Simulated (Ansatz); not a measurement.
# HfSi (model cell, started as CsCl type): a soft mode frozen in, part 2 of 3

Which phase does HfSi (model cell, started as CsCl type) fall into along its unstable mode, and how much energy does it gain?

Ansatz 0.2.0; DFT LDA, scalar-relativistic, plane waves, PAW.

So far, highest frequency on the path or at a solved wavevector (cm⁻¹): step 2 (response at finite wavevector) 250. Also lowest frequency on the path (cm⁻¹): step 2 -97.1.

The structure was built from a prototype and need not be the compound's stable phase.

### Step 4. The mode frozen in, largest atomic shift 0.22 Å

The atoms are moved along the unstable eigenvector, the largest shift by 0.22 Å, with the cell fixed.

File input.yaml:

```yaml
crystal:
  lattice:
    - [-3.2232760924, 0.0, 0.0]
    - [0.0, -3.2232760924, -3.2232760924]
    - [0.0, -3.2232760924, 3.2232760924]
  atoms:
    - { symbol: Hf, position: [1.0, 0.4942786487, 0.4714452239] }
    - { symbol: Hf, position: [1.0, 1.0057213513, 1.0285547761] }
    - { symbol: Si, position: [0.5, -0.0094816283, 0.5473219981] }
    - { symbol: Si, position: [0.5, 0.5094816283, -0.0473219981] }
kpoints:
  mp_grid: { grid: [14, 10, 10] }
hamiltonian:
  xc: lda
scf:
  occupations: { method: methfessel_paxton, width: 0.2 }
output:
  forces: true
  stress: true
  eigenvalues: true
```

Run with:

```
ansatz run input.yaml --threads 4 --pin off --max-ram 7168MiB --backend cpu --events-out ev --progress --plain --runs-dir out
```

Numbers of over 12 decimals in the logs are rounded to 6 here.

The program printed:

```text
[...]
Crystal: 4 atoms, lattice volume = 66.977 Å³
Basis set: ecut = 420 eV, 1347 PW (Γ)
Bands: 36, of which v1, the nominal top of the filled ones, is band 30 counted from 1 (29 counted from 0)
Symmetry: 4 space group operations
[...]
k-points: 416 of 1400
[...]
k-point 0: bands = [... 26 lower, 15.2351, 15.5888, 16.0754, 18.6500, 19.0006, 19.5762, 19.8583, 20.0358, ... 2 higher]
  k-point 1: bands = [... 26 lower, 15.5905, 15.8400, 16.0691, 18.5218, 19.0354, 19.3229, 19.7269, 19.7319, ... 2 higher]
  k-point 2: bands = [... 26 lower, 15.5722, 16.0049, 16.5634, 18.2362, 18.5600, 19.1598, 19.2621, 19.8936, ... 2 higher]
  k-point 415: bands = [... 26 lower, 14.5531, 14.6151, 15.6631, 15.8063, 18.9502, 19.0568, 19.1124, 19.1966, ... 2 higher]
[key lines of the parts left out:]
SCF converged after 7 iterations
Free energy (F): -32172.382023 eV
Fermi energy:    17.602792 eV
P = ⅓ Tr σ = -0.6602 GPa (-6.602 kbar)
```

It took 13 s on 4 threads of Arm Neoverse V2, shared host; peak memory 0.89 GiB; 50 s of CPU time.

This step gave:

| Item | Value |
| --- | --- |
| pressure | -0.6602 GPa |
| energy from the undistorted cell | -19.00 meV/atom |

The energy, extrapolated to zero smearing, is -19.00 meV/atom against the undistorted cell.

The run ends at a pressure of -0.66 GPa, with forces up to 0.35 eV/Å.

### Step 5. Energy along the mode, all amplitudes (two of the runs are shown above)

An imaginary frequency means negative curvature, so the energy should fall and then rise again as anharmonic terms take over.

Numbers from this step:

```
depth at the lowest point sampled  : 19.00 meV/atom
largest atomic shift at that point : 0.22 Å
```

Table of energy from the parent by largest atomic shift:

| largest atomic shift (Å) | energy from the parent (meV/atom) |
| --- | --- |
| 0.000 | 0 |
| 0.040 | -0.975 |
| 0.080 | -3.96 |
| 0.140 | -10.9 |
| 0.220 | -19.0 |
| 0.320 | -17.4 |
| 0.450 | 31.8 |

Displacement at unit largest shift by atom:

| atom | x (Å) | y (Å) | z (Å) | size |
| --- | --- | --- | --- | --- |
| Hf1 | 0.000 | 0.502 | -0.335 | 0.604 |
| Hf2 | 0.000 | -0.502 | 0.335 | 0.604 |
| Si3 | 0.000 | -0.554 | 0.832 | 1.000 |
| Si4 | 0.000 | 0.554 | -0.832 | 1.000 |

The lowest of the steps tried is at 0.22 Å, 19.0 meV/atom below the parent; the bottom of the well need not coincide with a step.

### Step 6. Relaxation from the frozen mode

Starting from the lowest point found, all atoms and the cell are let go, so that strain and other modes of the same symmetry can join in.

input.yaml: that of step 4 with these lines changed.

```diff
@@ -20 +20,6 @@
   eigenvalues: true
+relax:
+  adjacent_minimum: "off"
+  f_tol: 0.002
+  max_steps: 120
+  cell: { stress_tol: 0.03 }
```

The program printed:

```text
[...]
Crystal: 4 atoms, lattice volume = 66.977 Å³
Basis set: ecut = 420 eV, 1347 PW (Γ)
Bands: 36, of which v1, the nominal top of the filled ones, is band 30 counted from 1 (29 counted from 0)
Symmetry: 4 space group operations
[...]
k-points: 416 of 1400
[...]
SCF iter   1: F=—  HF=-32172.395087 eV  |F-HF|=—  |Δ(HF+E_count)|=         —  Δρ=7.80e-3  dr2=4.81e-2  ethr=1.77e-3  ⟨swp⟩=5.5  Hψ=53848  notcnv=0
[...]
SCF iter   7: F=-32172.382023 eV  HF=-32172.382023 eV  |F-HF|=7.04e-8  |Δ(HF+E_count)|=   1.08e-7  S|Δr|=    0.00e0  Δρ=7.72e-6  dr2=4.81e-8  ethr=1.67e-10  ⟨swp⟩=7.1  Hψ=71154  notcnv=0
SCF 1 converged in 7 iterations: F = -32172.382023 eV  dr2 = 4.81e-8
[...]
relax step   1: F+E_penalty+E_count = -32172.38202301 eV  Δ(F+E_penalty+E_count) = +0.000e0 eV  max|allowed force component| = 2.565e-1 eV/Å  Δτ_max = 0.0000 Å  P = -0.660 GPa  Ω = 66.977 Å³  (7 SCF iters, dr2 threshold 1.00e-7 eV, accepted)
Crystal: 4 atoms, lattice volume = 65.684 Å³
Basis set: ecut = 420 eV, 1297 PW (Γ)
[...]
SCF iter   7: F=-32172.473826 eV  HF=-32172.473826 eV  |F-HF|=7.18e-8  |Δ(HF+E_count)|=   9.92e-7  S|Δr|=    0.00e0  Δρ=1.57e-5  dr2=1.75e-7  ethr=6.67e-10  ⟨swp⟩=8.0  Hψ=82584  notcnv=0
SCF 2 converged in 7 iterations: F = -32172.473826 eV  dr2 = 1.75e-7
relax step   2: F+E_penalty+E_count = -32172.47382620 eV  Δ(F+E_penalty+E_count) = -9.180e-2 eV  max|allowed force component| = 5.597e-1 eV/Å  Δτ_max = 0.1016 Å  P = +2.222 GPa  Ω = 65.684 Å³  energy of the carried Pulay correction = +3.316e-4 eV  (7 SCF iters, dr2 threshold 4.00e-7 eV, accepted)
Crystal: 4 atoms, lattice volume = 65.451 Å³
Basis set: ecut = 420 eV, 1281 PW (Γ)
[...]
SCF iter   7: F=-32172.564413 eV  HF=-32172.564413 eV  |F-HF|=1.35e-7  |Δ(HF+E_count)|=   1.30e-6  S|Δr|=    0.00e0  Δρ=2.45e-5  dr2=3.30e-7  ethr=6.67e-10  ⟨swp⟩=6.2  Hψ=95252  notcnv=0
SCF 3 converged in 7 iterations: F = -32172.564413 eV  dr2 = 3.30e-7
relax step   3: F+E_penalty+E_count = -32172.56441277 eV  Δ(F+E_penalty+E_count) = -9.059e-2 eV  max|allowed force component| = 1.145e0 eV/Å  Δτ_max = 0.0577 Å  P = +3.580 GPa  Ω = 65.451 Å³  energy of the carried Pulay correction = +3.923e-4 eV  (7 SCF iters, dr2 threshold 4.00e-7 eV, accepted)
[... from here on, the SCF cycles and remarks between the steps are left out ...]
relax step   4: F+E_penalty+E_count = -32172.77311798 eV  Δ(F+E_penalty+E_count) = -2.087e-1 eV  max|allowed force component| = 6.090e-1 eV/Å  Δτ_max = 0.0969 Å  P = +1.472 GPa  Ω = 66.137 Å³  energy of the carried Pulay correction = +2.146e-4 eV  (7 SCF iters, dr2 threshold 4.00e-7 eV, accepted)
relax step   5: F+E_penalty+E_count = -32172.88404576 eV  Δ(F+E_penalty+E_count) = -1.109e-1 eV  max|allowed force component| = 9.107e-1 eV/Å  Δτ_max = 0.1545 Å  P = -2.321 GPa  Ω = 67.094 Å³  energy of the carried Pulay correction = -2.972e-5 eV  (8 SCF iters, dr2 threshold 4.00e-7 eV, accepted)
relax step   6: F+E_penalty+E_count = -32173.08490312 eV  Δ(F+E_penalty+E_count) = -2.009e-1 eV  max|allowed force component| = 4.501e-1 eV/Å  Δτ_max = 0.0307 Å  P = -0.174 GPa  Ω = 65.323 Å³  energy of the carried Pulay correction = +4.255e-4 eV  (7 SCF iters, dr2 threshold 4.00e-7 eV, accepted)
relax step   7: F+E_penalty+E_count = -32173.13896954 eV  Δ(F+E_penalty+E_count) = -5.407e-2 eV  max|allowed force component| = 2.699e-1 eV/Å  Δτ_max = 0.0674 Å  P = +1.993 GPa  Ω = 63.821 Å³  energy of the carried Pulay correction = +8.212e-4 eV  (8 SCF iters, dr2 threshold 4.00e-7 eV, accepted)
relax step   8: F+E_penalty+E_count = -32173.19704594 eV  Δ(F+E_penalty+E_count) = -5.808e-2 eV  max|allowed force component| = 4.698e-2 eV/Å  Δτ_max = 0.0360 Å  P = +0.265 GPa  Ω = 64.628 Å³  energy of the carried Pulay correction = +6.074e-4 eV  (7 SCF iters, dr2 threshold 4.00e-7 eV, accepted)
relax step   9: F+E_penalty+E_count = -32173.19906500 eV  Δ(F+E_penalty+E_count) = -2.019e-3 eV  max|allowed force component| = 8.303e-2 eV/Å  Δτ_max = 0.0115 Å  P = -0.073 GPa  Ω = 64.689 Å³  energy of the carried Pulay correction = +5.914e-4 eV  (5 SCF iters, dr2 threshold 4.00e-7 eV, accepted)
relax step  10: F+E_penalty+E_count = -32173.20004092 eV  Δ(F+E_penalty+E_count) = -9.759e-4 eV  max|allowed force component| = 1.681e-2 eV/Å  Δτ_max = 0.0114 Å  P = -0.081 GPa  Ω = 64.721 Å³  energy of the carried Pulay correction = +5.830e-4 eV  (4 SCF iters, dr2 threshold 4.00e-7 eV, accepted)
relax step  11: F+E_penalty+E_count = -32173.20012805 eV  Δ(F+E_penalty+E_count) = -8.713e-5 eV  max|allowed force component| = 1.085e-3 eV/Å  Δτ_max = 0.0025 Å  P = +0.008 GPa  Ω = 64.683 Å³  energy of the carried Pulay correction = +5.930e-4 eV  (4 SCF iters, dr2 threshold 5.79e-8 eV, accepted)
relax step  12: F+E_penalty+E_count = -32173.20788835 eV  Δ(F+E_penalty+E_count) = -7.760e-3 eV  max|allowed force component| = 1.289e-3 eV/Å  Δτ_max = 0.0000 Å  P = +0.167 GPa  Ω = 64.683 Å³  stress off target by 4.90e-1 GPa  SCF on the basis re-selected at this cell (its energy is not comparable with the rows above)  (7 SCF iters)
relax step  13: F+E_penalty+E_count = -32173.20809400 eV  Δ(F+E_penalty+E_count) = -2.056e-4 eV  max|allowed force component| = 2.932e-4 eV/Å  Δτ_max = 0.0014 Å  P = +0.007 GPa  Ω = 64.749 Å³  energy of the carried Pulay correction = -1.875e-5 eV  (4 SCF iters, dr2 threshold 4.00e-7 eV, accepted)
relax step  14: F+E_penalty+E_count = -32173.20809410 eV  Δ(F+E_penalty+E_count) = -1.051e-7 eV  max|allowed force component| = 2.091e-4 eV/Å  Δτ_max = 0.0001 Å  P = +0.000 GPa  Ω = 64.752 Å³  energy of the carried Pulay correction = -1.968e-5 eV  (5 SCF iters, dr2 threshold 2.34e-9 eV, accepted)
[...]
SCF iter   4: F=-32173.208117 eV  HF=-32173.208117 eV  |F-HF|=7.28e-12  |Δ(HF+E_count)|=  1.46e-11  S|Δr|=    0.00e0  Δρ=8.99e-8  dr2=4.85e-12  ethr=1.00e-12  ⟨swp⟩=6.5  Hψ=72972  notcnv=0
SCF 15 converged in 4 iterations: F = -32173.208117 eV  dr2 = 4.85e-12
relax step  15: F+E_penalty+E_count = -32173.20811652 eV  Δ(F+E_penalty+E_count) = -2.241e-5 eV  max|allowed force component| = 2.077e-4 eV/Å  Δτ_max = 0.0000 Å  P = +0.000 GPa  Ω = 64.752 Å³  stress off target by 6.66e-4 GPa  SCF on the basis re-selected at this cell (its energy is not comparable with the rows above)  (4 SCF iters)
[...]
SCF converged after 4 iterations
[...]
Free energy (F): -32173.208117 eV
[...]
Internal energy: -32173.209779 eV  (E = F + TS)
E sigma→0 (E₀):  -32173.208532 eV
Entropy (-TS):   0.001662 eV (0.416 meV/atom)
Fermi energy:    18.533519 eV
[...]
--- Forces (eV/Å), atoms counted from 1 ---
  atom   1  Hf     0.00000000     0.00020768     0.00002562
  atom   2  Hf     0.00000000    -0.00020768    -0.00002562
  atom   3  Si     0.00000000    -0.00000492     0.00000610
  atom   4  Si     0.00000000     0.00000492    -0.00000610
  max |Σ_I F_I| component: 2.71e-20 eV/Å
--- Stress (GPa, compression-positive) ---
        0.000018       0.000000       0.000000
        0.000000       0.000665       0.000009
        0.000000       0.000009       0.000604
  P = ⅓ Tr σ = 0.0004 GPa (0.004 kbar)
--- Band table (eV; the first three rows and the last of 416) ---
  k-point 0: bands = [... 26 lower, 15.8135, 16.1299, 16.5685, 16.7979, 21.4020, 21.7144, 21.7434, 22.0964, ... 2 higher]
  k-point 1: bands = [... 26 lower, 15.8786, 16.1523, 16.5549, 17.0118, 21.2548, 21.3949, 21.6809, 22.1894, ... 2 higher]
  k-point 2: bands = [... 26 lower, 15.6059, 16.5195, 16.5663, 17.2852, 20.7060, 21.2585, 21.6656, 21.9557, ... 2 higher]
  k-point 415: bands = [... 26 lower, 15.5949, 15.6231, 16.1959, 17.0387, 18.8341, 19.0480, 19.5000, 20.5301, ... 2 higher]
--- Relaxed structure (13 steps of the walk, 13 accepted, 2 SCFs on fresh bases) ---
  F+E_penalty+E_count = -32173.20811652 eV   max|allowed force component| = 2.077e-4 eV/Å   (the final SCF, on the basis selected at the relaxed cell)
  cell:  # Å, volume = 64.7522 Å³
    - [-2.860658, 0.0, 0.0]
    - [0.0, -3.752456, -3.016082]
    - [0.0, -3.752456, 3.016082]
  atoms:
    - { symbol: Hf, position: [1.0, 0.463260, 0.463259] }
    - { symbol: Hf, position: [1.0, 1.036740, 1.036741] }
    - { symbol: Si, position: [0.5, -0.045797, 0.545797] }
    - { symbol: Si, position: [0.5, 0.545797, -0.045797] }
```

It took 3.9 min on 4 threads; peak memory 0.96 GiB; 15 min of CPU time.

The steps of the relaxation:

| step | energy less that of the first step (eV) | largest force component (eV/Å) | pressure (GPa) | volume (Å³) |
| --- | --- | --- | --- | --- |
| 1 | 0.0000 | 0.2565 | -0.66 | 66.98 |
| 2 | -0.0918 | 0.5597 | 2.22 | 65.68 |
| 3 | -0.1824 | 1.1445 | 3.58 | 65.45 |
| 4 | -0.3911 | 0.6090 | 1.47 | 66.14 |
| 5 | -0.5020 | 0.9107 | -2.32 | 67.09 |
| 6 | -0.7029 | 0.4501 | -0.17 | 65.32 |
| 7 | -0.7569 | 0.2699 | 1.99 | 63.82 |
| 8 | -0.8150 | 0.0470 | 0.26 | 64.63 |
| 9 | -0.8170 | 0.0830 | -0.07 | 64.69 |
| 10 | -0.8180 | 0.0168 | -0.08 | 64.72 |
| 11 | -0.8181 | 0.0011 | 0.01 | 64.68 |
| 12* | -0.8259 | 0.0013 | 0.17 | 64.68 |
| 13 | -0.8261 | 0.0003 | 0.01 | 64.75 |
| 14 | -0.8261 | 0.0002 | 0.00 | 64.75 |
| 15* | -0.8261 | 0.0002 | 0.00 | 64.75 |

Relaxation steps marked * repeat the geometry before them on a plane-wave basis chosen anew for their cell, so energy and pressure can jump there.

Forces are held to the 4 operations that the run works with; a distortion that breaks them can't arise in this run.

| cell as run | before | after | change |
| --- | --- | --- | --- |
| a (Å) | 3.223 | 2.861 | -11.2 % |
| b (Å) | 4.558 | 4.814 | +5.6 % |
| c (Å) | 4.558 | 4.814 | +5.6 % |
| α (°) | 90.00 | 77.58 | -13.8 % |
| volume (Å³/atom) | 16.74 | 16.19 | -3.3 % |

The atoms that moved most (Å, as changes of fractional coordinates times the final cell):

| atom | dx | dy | dz | length |
| --- | --- | --- | --- | --- |
| Si4 | 0.000 | -0.142 | -0.105 | 0.177 |
| Si3 | 0.000 | 0.142 | 0.105 | 0.177 |
| Hf1 | 0.000 | 0.147 | 0.069 | 0.162 |
| Hf2 | 0.000 | -0.147 | -0.069 | 0.162 |

The relaxed structure:

```cif
data_structure
_symmetry_space_group_name_H-M 'P 1'
_symmetry_Int_Tables_number 1
_cell_length_a 2.8607
_cell_length_b 4.8143
_cell_length_c 4.8143
_cell_angle_alpha 77.582
_cell_angle_beta 90.000
_cell_angle_gamma 90.000
_cell_volume 64.75
loop_
_atom_site_label
_atom_site_type_symbol
_atom_site_fract_x
_atom_site_fract_y
_atom_site_fract_z
_atom_site_occupancy
Hf1 Hf 0.00000 0.46326 0.46326 1
Hf2 Hf 0.00000 0.03674 0.03674 1
Si3 Si 0.50000 0.95420 0.54580 1
Si4 Si 0.50000 0.54580 0.95420 1
```

This step gave:

| Property | Result |
| --- | --- |
| pressure | 4.29e-4 GPa |
| volume per atom | 16.19 Å³ |

The distorted start has space group P2/m; the relaxation ends in Cmmm.

### Step 7. The new phase in its own primitive cell

The relaxed structure is symmetrised, reduced to its primitive cell and relaxed tightly, as its phonons need.

input.yaml, the sections that differ from step 6:

```yaml
crystal:
  lattice:
    - [3.0160816523, -3.7524563736, 0.0]
    - [3.0160816523, 3.7524563736, 0.0]
    - [0.0, 0.0, 2.860657669]
  atoms:
    - { symbol: Hf, position: [0.7132593248, 0.2867406752, 0.0] }
    - { symbol: Hf, position: [0.2867406752, 0.7132593248, 0.0] }
    - { symbol: Si, position: [0.795797109, 0.795797109, 0.5] }
    - { symbol: Si, position: [0.204202891, 0.204202891, 0.5] }
kpoints:
  mp_grid: { grid: [10, 10, 14] }
relax:
  adjacent_minimum: "off"
  f_tol: 0.001
  max_steps: 60
  cell: { stress_tol: 0.01 }
# hamiltonian, scf, output: as in step 6
```

The program printed:

```text
[...]
Crystal: 4 atoms, lattice volume = 64.752 Å³
Basis set: ecut = 420 eV, 1275 PW (Γ)
Bands: 36, of which v1, the nominal top of the filled ones, is band 30 counted from 1 (29 counted from 0)
Symmetry: 8 space group operations
[...]
k-points: 248 of 1400
[...]
--- Relaxed structure (1 steps of the walk, 1 accepted, 1 SCFs on fresh bases) ---
[...]
cell:  # Å, volume = 64.7522 Å³
    - [3.0160816523, -3.7524563736, 0.0]
    - [3.0160816523, 3.7524563736, 0.0]
    - [0.0, 0.0, 2.860657669]
  atoms:
    - { symbol: Hf, position: [0.713259, 0.286741, 0.0] }
    - { symbol: Hf, position: [0.286741, 0.713259, 0.0] }
    - { symbol: Si, position: [0.795797, 0.795797, 0.500000] }
    - { symbol: Si, position: [0.204203, 0.204203, 0.500000] }
[key lines of the parts left out:]
SCF converged after 6 iterations
Free energy (F): -32173.208117 eV
Fermi energy:    18.533519 eV
P = ⅓ Tr σ = 0.0004 GPa (0.004 kbar)
```

Run time: 18 s. Hardware: 4 threads; peak memory 0.7 GiB.

Little changed from the start: no atom moved by 0.005 Å and no cell edge by 0.1 %.

Numbers from this step:

```
pressure : 4.22e-4 GPa
```

The largest force component left is 0.20 meV/Å and the pressure is 0.000 GPa, within the tolerances set. The cell now holds 16.19 Å³/atom.

(Part 2 of 3 ends here.)

[Logs are printed without paths, hosts, clocks, repeated set-up lines and the standing remarks that a program may print on its own settings, such as how far it seeks lower states.]

[Hosts, paths, dates, database ids (printed as entryN), source tags and the programs' standing remarks are cut or masked in the printed files.]
